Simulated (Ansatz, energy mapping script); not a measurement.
## CsCrBr3 in a distorted perovskite structure: J from the energies of magnetic orders (octahedra turned by 21°)

How strongly do the moments of CsCrBr3 in a distorted perovskite structure couple under PBEsol+U (3.32 eV)? The plan is to run several orders and fit a Heisenberg model.

Program: Ansatz 0.2.0. Level of theory: PBEsol with U = 3.32 eV on Cr d, ortho-atomic projectors; plane waves, U on orthogonalised atomic orbitals unless named otherwise, collinear spin, no spin–orbit coupling. Results are calculated unless marked as measured.

## (1) Set-up

It takes space group P4/mbm (No. 127, tetragonal). The conventional cell has a = 6.984 Å, b = 6.984 Å, c = 5.290 Å, α = 90.00°, β = 90.00°, γ = 90.00°. Nearest to Cs lie 8 Br at 3.05 to 3.49 Å. Nearest to Cr lie 6 Br at 2.64 Å. Nearest to Br lie 2 Cr at 2.64 Å and 4 Cs at 3.49 Å. Nearest to Br lie 2 Cr at 2.64 Å and 2 Cs at 3.05 Å. perovskite prototype, lattice guessed from radii. Farther neighbours and most contacts between anions are not listed.

This cell was built for the study (perovskite prototype, lattice guessed from radii), not taken from an experiment; the compound need not form in this structure.

The parent cell was relaxed beforehand in Ansatz under PBEsol with U = 3.15 eV on Cr d, ortho-atomic projectors, from parallel moments.

This cell differs from the relaxed one by: octahedra turned by 21°. The bonds from the magnetic cation to the anions keep their length, so the cell shrinks in the plane.

The U corrects the self-interaction that lets semilocal functionals spread d and f electrons too far. Its value here is typed, not computed.

## (2) A run to fix the orbital filling

A corrected shell can settle in several orbital fillings. One parallel run, with an occupation width a fifth wider than the orders use, therefore is to supply the occupation matrices. All orders start from them.

File input.yaml:

```yaml
crystal:
  lattice:
    - [4.938269582, 4.938269582, 0.0]
    - [-4.938269582, 4.938269582, 0.0]
    - [0.0, 0.0, 5.28960274]
  atoms:
    - { symbol: Cs, position: [0.0, 0.5, 0.5] }
    - { symbol: Cs, position: [0.5, 0.0, 0.5] }
    - { symbol: Cr, position: [0.0, 0.0, 0.0], spin: 3.0 }
    - { symbol: Cr, position: [0.5, 0.5, 0.0], spin: 3.0 }
    - { symbol: Br, position: [0.0, 0.0, 0.5] }
    - { symbol: Br, position: [0.5, 0.5, 0.5] }
    - { symbol: Br, position: [0.345966009, 0.154033991, 0.0] }
    - { symbol: Br, position: [0.654033991, 0.845966009, 0.0] }
    - { symbol: Br, position: [0.154033991, 0.654033991, 0.0] }
    - { symbol: Br, position: [0.845966009, 0.345966009, 0.0] }
magnetization:
  spin_polarized: true
kpoints:
  mp_grid: { grid: [5, 5, 7] }
hamiltonian:
  xc: pbesol
  hubbard:
    sites: [{ species: Cr, l: d, u_eff: 3.32 }]
    projectors: ortho-atomic
scf:
  occupations: { method: fermi_dirac, width: 0.06 }
output:
  eigenvalues: true
```

The run is started by

```
$ ansatz run input.yaml --threads 4 --pin off --max-ram 8192MiB --backend cpu --events-out ev --progress --plain --runs-dir out
```

Numbers of over 12 decimals in the logs are rounded to 6 here.

The log of the run:

```text
Engine: ansatz 0.2.0, aarch64-unknown-linux-gnu
Pseudopotentials: kind: paw
Pseudopotential: Cs, paw, valence charge 9, recommended cutoff 420 eV (normal), Cs.paw.azcp
Pseudopotential: Cr, paw, valence charge 14, recommended cutoff 420 eV (normal), Cr.paw.azcp
Pseudopotential: Br, paw, valence charge 7, recommended cutoff 420 eV (normal), Br.paw.azcp
Functional definition: PBEsol
  exchange = pbesol_x
  correlation = pbesol_c
Crystal: 10 atoms, lattice volume = 257.990 Å³
Basis set: ecut = 420 eV, 5021 PW (Γ)
Bands: 57, of which v1, the nominal top of the filled ones, is band 44 counted from 1 (43 counted from 0)
Symmetry: 16 space group operations
Space group: P4/mbm (ITA 127), of the structure as read, at distance tolerance 6.4e-5 Å
Magnetic group: BNS 127.387 (UNI 1047), of the structure as read, at distance tolerance 6.4e-5 Å
k-points: 24 of 175
Non-local potential: Cs, projectors of the file, l = 0: 3, l = 1: 2, l = 2: 2, l = 3: 2
Non-local potential: Cr, projectors of the file, l = 0: 3, l = 1: 2, l = 2: 3, l = 3: 1
Non-local potential: Br, projectors of the file, l = 0: 2, l = 1: 2, l = 2: 2
PAW form: soft (Blöchl's): semilocal exchange-correlation on the pseudo side does not see the compensation charge
PAW frozen core: Cs, regenerated for the run's functional, and the local potential with it (the file was generated under x = pbe(κ = 0.804, μ = 0.219515), c = pbe(β = 0.066725))
PAW frozen core: Cr, regenerated for the run's functional, and the local potential with it (the file was generated under x = pbe(κ = 0.804, μ = 0.219515), c = pbe(β = 0.066725))
PAW frozen core: Br, regenerated for the run's functional, and the local potential with it (the file was generated under x = pbe(κ = 0.804, μ = 0.219515), c = pbe(β = 0.066725))
PAW one-centre angular grid: Cs, 194 points (default); XC on 64 Gauss nodes
PAW one-centre angular grid: Cr, 590 points (default); XC on 64 Gauss nodes
PAW one-centre angular grid: Br, 110 points (default); XC on 64 Gauss nodes
Initial density: superposition of atomic densities (chi_scale 0.1, normalization cell, long waves kept (reshape's long-wave potential 0.00 eV rms))
Starting moments: Σ|m| = 6 μB on 2 of 10 sites
Initial wavefunctions: pseudopotential atomic-orbital guess
Functional: x = pbesol(κ = 0.804, μ = 0.123457), c = pbesol(β = 0.046)
SCF iter   1: F=—  HF=-34294.913967 eV  |F-HF|=—  |Δ(HF+E_count)|=         —  Δρ=4.02e-2 (↑4.02e-2 ↓2.12e-2)  dr2=6.20e0  dr2_m=1.59e0  M=8.000 μB ∫|m|=8.784 μB  β_m=1.00  ethr=3.10e-3  ⟨swp⟩=10.0  Hψ=12881  notcnv=0  defer=11
preconditioner: auto → Kerker (q_TF=auto, 2.281 Å⁻¹)  [metal: Δε(μ)=0.026 eV  Ē_g=9.595 eV  σ=0.060 eV  W_gap=0.11  n_scr=46 (ndim 8)  ℏωp=19.1 eV  f_vac=0.000  D(μ)=2.76/eV (n_scr^D=10)]
[...]
spin=Collinear: Kerker preconditioning applied to the charge; magnetization (m = ρ↑ − ρ↓) channel mixes plain (no charge-response kernel on spin).
[...]
an SCF along what the orbitals of the run's state read of its open shells (or to have them read: on a GPU, or by another smearing), with 8 of the crystal's symmetry operations given up (28 k-points in place of 24), reached no lower state that the run goes on to. This is no proof of a minimum
k-points: 36 of 175
[...]
spin=Collinear: Kerker preconditioning applied to the charge; magnetization (m = ρ↑ − ρ↓) channel mixes plain (no charge-response kernel on spin).
[...]
an SCF along what the orbitals of the run's state read of its open shells (or to have them read: on a GPU, or by another smearing), with 8 of the crystal's symmetry operations given up (36 k-points in place of 24), reached no lower state that the run goes on to. This is no proof of a minimum
SCF converged after 16 iterations
an eigenvalue changed by more than its tolerance at an iteration that met the thresholds in force, so the SCF went on 1 time: the last check found none over its tolerance
Magnetization: 8.0000 μB (48.0000 up, 40.0000 down)
Absolute magnetization: 9.0035 μB (∫|ρ↑−ρ↓|, with the PAW one-centre terms)
Spin contamination: 0.3113 ħ² per cell (⟨S²⟩ above its minimum at these occupations)
Per-site moments (μB) at R_I (Å): [(0.00244267, 1.258591), (0.00244267, 1.258591), (3.744040, 1.090981), (3.744040, 1.090981), (-0.042614, 1.090981), (-0.042614, 1.090981), (-0.076585, 1.090981), (-0.076585, 1.090981), (-0.076585, 1.090981), (-0.076585, 1.090981)]
Free energy (F): -34294.495022 eV
Harris-Foulkes:  -34294.495022 eV  (|F-HF|=6.91e-10)
Internal energy: -34294.468697 eV  (E = F + TS)
E sigma→0 (E₀):  -34294.481859 eV
Entropy (-TS):   -0.026324 eV (-2.632 meV/atom)
Fermi energy:    7.165209 eV
--- Per-component energies (eV) ---
  E_band       = -642.198638
  E_kinetic    = 1789.480766
  E_local      = -6002.797268  (includes V_loc(G=0)·N_el)
  E_nonlocal   = 664.915664
  E_hartree    = 2381.068767
  E_xc         = -2197.261420
  E_vxc        = -1237.545611  (∫ρ·V_xc dr)
  E_hubbard    = 2.377414  (on-site DFT+U / exact-exchange correction)
  E_vhub       = -11.046675  (the Hubbard potential's part of the band-sum identity)
  E_paw        = -25530.672522  (= ΣΔE_a)
  E_vpaw       = -607.344977  (= ΣTr[D̂ρ^β])
  E_aug_tail   = 0.000710  (compensation charges beyond the density's cutoff)
  E_ewald      = -5402.742750
  E_core_change = 1.161941  (= ΣΔE_core)
  E_smearing   = -0.026324  (= −TS)
  E_closure    = 0.000000  (closes the sum)
  Σ components = -34294.495022   (vs F -34294.495022, Δ=0.00e0)
--- Band table (eV; the first three rows and the last of 48) ---
  k-point 0 ↑: bands = [... 40 lower, 5.3435, 5.3435, 5.5531, 5.8182, 5.8293, 5.9579, 6.0093, 6.0093, ... 9 higher]
  k-point 1 ↑: bands = [... 40 lower, 5.2842, 5.3521, 5.4175, 5.4175, 6.0080, 6.0080, 6.2624, 6.3059, ... 9 higher]
  k-point 2 ↑: bands = [... 40 lower, 5.4378, 5.4378, 5.5777, 5.5777, 6.0007, 6.0007, 6.2866, 6.8272, ... 9 higher]
  k-point 23 ↓: bands = [... 40 lower, 10.6059, 10.7122, 11.2320, 11.3001, 11.3180, 11.3468, 11.4685, 11.5219, ... 9 higher]
Occupation matrices written to <dir>
```

Run time: 3 min. Hardware: 4 threads of Arm Neoverse V1, shared host; peak memory 2.6 GiB.

This step gave:

| Property | Result |
| --- | --- |
| final state | ferromagnetic |
| electrons in the corrected shells | 4.759, 4.759 e |
| largest moment | 3.744 μB |

## (3) Run 1 (parallel; cell A, 10 atoms)

Each cell gets its own parallel run on the same mesh, so that most of the mesh error cancels in the differences.

This run holds the same structure in another cell (a 6.984 → 5.290 Å, c 5.290 → 6.984 Å).

File input.yaml:

```yaml
crystal:
  lattice:
    - [0.0, 0.0, 5.28960274]
    - [4.938269582, 4.938269582, 0.0]
    - [-4.938269582, 4.938269582, 0.0]
  atoms:
    - { symbol: Cs, position: [0.5, 0.0, 0.5] }
    - { symbol: Cs, position: [0.5, 0.5, 0.0] }
    - { symbol: Cr, position: [0.0, 0.0, 0.0], spin: 3.0 }
    - { symbol: Cr, position: [0.0, 0.5, 0.5], spin: 3.0 }
    - { symbol: Br, position: [0.5, 0.0, 0.0] }
    - { symbol: Br, position: [0.5, 0.5, 0.5] }
    - { symbol: Br, position: [0.0, 0.345966009, 0.154033991] }
    - { symbol: Br, position: [0.0, 0.654033991, 0.845966009] }
    - { symbol: Br, position: [0.0, 0.154033991, 0.654033991] }
    - { symbol: Br, position: [0.0, 0.845966009, 0.345966009] }
magnetization:
  spin_polarized: true
kpoints:
  mp_grid: { grid: [7, 5, 5] }
hamiltonian:
  xc: pbesol
  hubbard:
    sites:
      - { species: Cr, l: d, u_eff: 3.32 }
      - { site: 2, l: d, u_eff: 3.32, starting_ns: [{ spin: up, occupation_matrix: cr3_major }, { spin: down, occupation_matrix: cr3_minor }] }
      - { site: 3, l: d, u_eff: 3.32, starting_ns: [{ spin: up, occupation_matrix: cr4_major }, { spin: down, occupation_matrix: cr4_minor }] }
    projectors: ortho-atomic
    occupation_matrices:
      cr3_major:
        matrix:
          - [0.738, 0.0, 0.0, 0.0, 0.0]
          - [0.0, 0.995, 0.0, 0.0, 0.0]
          - [0.0, 0.0, 0.995, 0.0, 0.0]
          - [0.0, 0.0, 0.0, 0.84, 0.136]
          - [0.0, 0.0, 0.0, 0.136, 0.864]
      cr3_minor:
        matrix:
          - [0.107, 0.0, 0.0, 0.0, 0.0]
          - [0.0, 0.036, 0.0, 0.0, 0.0]
          - [0.0, 0.0, 0.036, 0.0, 0.0]
          - [0.0, 0.0, 0.0, 0.085, -0.037]
          - [0.0, 0.0, 0.0, -0.037, 0.063]
      cr4_major:
        matrix:
          - [0.738, 0.0, 0.0, 0.0, 0.0]
          - [0.0, 0.995, 0.0, 0.0, 0.0]
          - [0.0, 0.0, 0.995, 0.0, 0.0]
          - [0.0, 0.0, 0.0, 0.84, -0.136]
          - [0.0, 0.0, 0.0, -0.136, 0.864]
      cr4_minor:
        matrix:
          - [0.107, 0.0, 0.0, 0.0, 0.0]
          - [0.0, 0.036, 0.0, 0.0, 0.0]
          - [0.0, 0.0, 0.036, 0.0, 0.0]
          - [0.0, 0.0, 0.0, 0.085, 0.037]
          - [0.0, 0.0, 0.0, 0.037, 0.063]
scf:
  occupations: { method: fermi_dirac, width: 0.05 }
output:
  eigenvalues: true
```

The log of the run:

```text
[...]
Crystal: 10 atoms, lattice volume = 257.990 Å³
Basis set: ecut = 420 eV, 5021 PW (Γ)
Bands: 57, of which v1, the nominal top of the filled ones, is band 44 counted from 1 (43 counted from 0)
[... 1 set-up line as in the run before ...]
[...]
k-points: 24 of 175
[...]
Starting moments: Σ|m| = 6 μB on 2 of 10 sites
[...]
SCF iter   1: F=—  HF=-34295.490317 eV  |F-HF|=—  |Δ(HF+E_count)|=         —  Δρ=3.85e-2 (↑3.85e-2 ↓2.20e-2)  dr2=5.61e0  dr2_m=1.58e0  M=8.000 μB ∫|m|=8.783 μB  β_m=1.00  ethr=3.10e-3  ⟨swp⟩=10.2  Hψ=12907  notcnv=0  defer=4
[...]
SCF iter  16: F=-34294.490988 eV  HF=-34294.490988 eV  |F-HF|=3.07e-8  |Δ(HF+E_count)|=   4.49e-7  Δρ=3.62e-6 (↑3.62e-6 ↓1.58e-6)  dr2=6.94e-8  dr2_m=6.30e-9  M=8.000 μB ∫|m|=9.014 μB  ethr=1.14e-10  ⟨swp⟩=11.4  Hψ=11045  notcnv=0
SCF 1 converged in 16 iterations: F = -34294.490988 eV  dr2 = 6.94e-8
[...]
SCF converged after 16 iterations
Magnetization: 8.0000 μB (48.0000 up, 40.0000 down)
Absolute magnetization: 9.0027 μB (∫|ρ↑−ρ↓|, with the PAW one-centre terms)
[...]
Per-site moments (μB) at R_I (Å): [(0.00244985, 1.258591), (0.00244985, 1.258591), (3.743864, 1.090981), (3.743864, 1.090981), (-0.042597, 1.090981), (-0.042597, 1.090981), (-0.076475, 1.090981), (-0.076475, 1.090981), (-0.076475, 1.090981), (-0.076475, 1.090981)]
Free energy (F): -34294.490988 eV
[...]
Internal energy: -34294.472614 eV  (E = F + TS)
E sigma→0 (E₀):  -34294.481801 eV
Entropy (-TS):   -0.018374 eV (-1.837 meV/atom)
Fermi energy:    7.170800 eV
[...]
--- Specified on-site occupations, and those of the state reported ---
  electrons in the specified blocks: 9.5180 specified, 9.5188 found
  site 2 (l=d) ↑: largest change of an orbital's occupation 0.0013; electrons 4.4320 specified, 4.4329 found; spectral distance 0.0016
[...]
site 3 (l=d) ↓: largest change of an orbital's occupation 0.0003; electrons 0.3270 specified, 0.3265 found; spectral distance 0.0004
[...]
--- Band table (eV; the first three rows and the last of 48) ---
  k-point 0 ↑: bands = [... 40 lower, 5.3434, 5.3434, 5.5532, 5.8152, 5.8294, 5.9551, 6.0094, 6.0094, ... 9 higher]
  k-point 1 ↑: bands = [... 40 lower, 5.2008, 5.2519, 5.6397, 5.7231, 5.8858, 5.9401, 6.0160, 6.0266, ... 9 higher]
  k-point 2 ↑: bands = [... 40 lower, 5.0954, 5.1204, 5.6799, 5.8625, 5.8917, 5.9409, 6.0292, 6.0388, ... 9 higher]
  k-point 23 ↓: bands = [... 40 lower, 10.6049, 10.7112, 11.2300, 11.2997, 11.3172, 11.3452, 11.4680, 11.5215, ... 9 higher]
Occupation matrices written to <dir>
```

It took 23 s on 4 threads; peak memory 1.1 GiB; 86 s of CPU time.

Spin moment in the sphere by atom:

```csv
atom,spin moment in the sphere (μB)
Cs1,0.00
Cs2,0.00
Cr3,3.74
Cr4,3.74
Br5,-0.04
Br6,-0.04
Br7,-0.08
Br8,-0.08
Br9,-0.08
Br10,-0.08
```

The run ends ferromagnetic.

## (4) Order 2: compensated +−, cell A of 10 atoms

This order reverses 4 of the 4 neighbours at 4.94 Å, counted for an average magnetic atom.

input.yaml, as its differences from that of step 3:

```diff
@@ -9,3 +9,3 @@
     - { symbol: Cr, position: [0.0, 0.0, 0.0], spin: 3.0 }
-    - { symbol: Cr, position: [0.0, 0.5, 0.5], spin: 3.0 }
+    - { symbol: Cr, position: [0.0, 0.5, 0.5], spin: -3.0 }
     - { symbol: Br, position: [0.5, 0.0, 0.0] }
@@ -26,3 +26,3 @@
       - { site: 2, l: d, u_eff: 3.32, starting_ns: [{ spin: up, occupation_matrix: cr3_major }, { spin: down, occupation_matrix: cr3_minor }] }
-      - { site: 3, l: d, u_eff: 3.32, starting_ns: [{ spin: up, occupation_matrix: cr4_major }, { spin: down, occupation_matrix: cr4_minor }] }
+      - { site: 3, l: d, u_eff: 3.32, starting_ns: [{ spin: up, occupation_matrix: cr4_minor }, { spin: down, occupation_matrix: cr4_major }] }
     projectors: ortho-atomic
```

The log of the run:

```text
[...]
Crystal: 10 atoms, lattice volume = 257.990 Å³
Basis set: ecut = 420 eV, 5021 PW (Γ)
Bands: 57, of which v1, the nominal top of the filled ones, is band 44 counted from 1 (43 counted from 0)
Symmetry: 8 space group operations
[...]
k-points: 28 of 175
[...]
Starting moments: Σ|m| = 6 μB on 2 of 10 sites
Starting magnetic order: altermagnet, g-wave, planar spin-momentum locking; spin-degenerate planes through Γ normal to [0 0 1], [0 1 -1], [0 1 0], [0 1 1] of the run's lattice
[...]
SCF iter   1: F=—  HF=-34295.184252 eV  |F-HF|=—  |Δ(HF+E_count)|=         —  Δρ=3.10e-2 (↑3.10e-2 ↓3.10e-2)  dr2=5.72e0  dr2_m=1.51e0  M=0.000 μB ∫|m|=8.600 μB  β_m=1.00  ethr=3.10e-3  ⟨swp⟩=7.5  Hψ=14005  notcnv=0  defer=136
[...]
SCF iter  15: F=—  HF=-34294.495750 eV  |F-HF|=—  |Δ(HF+E_count)|=   7.20e-4  Δρ=1.63e-2 (↑1.41e-2 ↓1.63e-2)  dr2=3.25e0  dr2_m=6.46e-2  M=1.142 μB ∫|m|=8.581 μB  β_m=0.30  ethr=1.37e-4  ⟨swp⟩=2.0  Hψ=3280  notcnv=0  defer=286
[...]
spin-set hold released at iteration 15 (site moments' squared step at or under half its running peak, from the soft ceiling on): the magnetisation degrees of freedom join the quasi-Newton model from the next iteration; the mixer history was flushed
SCF iter  16: F=—  HF=-34294.139004 eV  |F-HF|=—  |Δ(HF+E_count)|=   3.57e-1  Δρ=8.97e-3 (↑7.30e-3 ↓8.97e-3)  dr2=9.40e-2  dr2_m=1.05e-1  M=0.548 μB ∫|m|=8.634 μB  β_m=0.29  ethr=1.37e-4  ⟨swp⟩=4.6  Hψ=6924  notcnv=0  defer=282
[...]
SCF iter  27: F=-34294.204725 eV  HF=-34294.204725 eV  |F-HF|=2.93e-8  |Δ(HF+E_count)|=   2.33e-8  Δρ=2.42e-6 (↑2.08e-6 ↓2.42e-6)  dr2=3.85e-8  dr2_m=5.80e-9  M=0.378 μB ∫|m|=8.616 μB  ethr=1.14e-10  ⟨swp⟩=12.2  Hψ=13389  notcnv=0
SCF 1 converged in 27 iterations: F = -34294.204725 eV  dr2 = 3.85e-8
[...]
SCF converged after 27 iterations
Magnetization: 0.3777 μB (44.1888 up, 43.8112 down)
Absolute magnetization: 8.6062 μB (∫|ρ↑−ρ↓|, with the PAW one-centre terms)
[...]
Per-site moments (μB) at R_I (Å): [(7.35069875219727e-5, 1.258591), (7.350698752182868e-5, 1.258591), (3.796052, 1.090981), (-3.534817, 1.090981), (-0.043318, 1.090981), (0.00275956, 1.090981), (0.014533, 1.090981), (0.014533, 1.090981), (0.014533, 1.090981), (0.014533, 1.090981)]
Free energy (F): -34294.204725 eV
[...]
Internal energy: -34294.184311 eV  (E = F + TS)
E sigma→0 (E₀):  -34294.194518 eV
Entropy (-TS):   -0.020415 eV (-2.041 meV/atom)
Fermi energy:    7.150735 eV
[...]
--- Specified on-site occupations, and those of the state reported ---
  electrons in the specified blocks: 9.5180 specified, 9.4480 found
[...]
--- Band table (eV; the first three rows and the last of 56) ---
  k-point 0 ↑: bands = [... 40 lower, 5.8273, 5.9740, 5.9740, 6.3824, 6.8400, 9.9597, 10.0627, 10.2126, ... 9 higher]
  k-point 1 ↑: bands = [... 40 lower, 5.7099, 5.8584, 5.9708, 6.4056, 6.9307, 10.0279, 10.2263, 10.2693, ... 9 higher]
  k-point 2 ↑: bands = [... 40 lower, 5.5444, 5.9579, 5.9721, 6.4179, 6.9924, 9.9047, 10.2481, 10.2778, ... 9 higher]
  k-point 27 ↓: bands = [... 40 lower, 5.2693, 5.3721, 5.4826, 7.0425, 7.6091, 11.0804, 11.4860, 11.6217, ... 9 higher]
Occupation matrices written to <dir>
```

Wall time 36 s (4 threads); peak memory 1.2 GiB.

Spin moment in the sphere by atom:

```csv
atom,spin moment in the sphere (μB)
Cs1,0.00
Cs2,0.00
Cr3,3.80
Cr4,-3.53
Br5,-0.04
Br6,0.00
Br7,0.01
Br8,0.01
Br9,0.01
Br10,0.01
```

The run ends ferrimagnetic, 143.64 meV a magnetic atom above the parallel order of its cell, a difference that unlike orbital or electronic states can set, not exchange alone (energies taken at zero occupation width, not the printed F).

## (5) Mapping onto a Heisenberg model

Each energy difference is a sum of couplings weighted by the pairs that the order reverses. A few near shells are fitted to the differences by least squares. Energies are those extrapolated to zero occupation width, not the free energies F.

Energies from the parallel order of the same cell:

```csv
order,atoms,energy (meV a magnetic atom),moments (μB),moments kept as typed,opposed neighbours at 4.94 Å
parallel,10,0.00,3.74,yes,0
compensated +−,10,143.64,3.53 to 3.80,yes,4
```

Fitted to E = −Σ J e·e over ordered pairs of unit vectors (J > 0 favours parallel moments):

```csv
pair,distance (Å),neighbours,J (meV)
Cr–Cr,4.94,4,18.0
```

## (6) What came out

| Quantity | Value |
| --- | --- |
| couplings | not to be trusted |

What this shows: Between the runs the occupations of the corrected shell change by more than 0.2 electrons in one orbital, or the parallel runs differ in their moments. Whether a run was caught in another orbital state or the shell answers to the reversal itself, the energy differences hold more than the exchange of fixed moments, so a Heisenberg reading is in doubt. The cell was built from a prototype and relaxed before the change was imposed without further relaxation; a distortion that needs a larger cell, or another structure that the compound may prefer, is not captured.

[Logs and program files are shortened in this print: banners, set-up blocks, solver, clock and traceback lines can be left out without a mark of their own.]

[Logs are printed without paths, hosts, clocks, repeated set-up lines and the standing remarks that a program may print on its own settings, such as how far it seeks lower states.]

[Hosts, paths, dates, database ids (printed as entryN), source tags and the programs' standing remarks are cut or masked in the printed files.]

[Where a cell is said to come from a database of computed structures, the database is the Materials Project.]
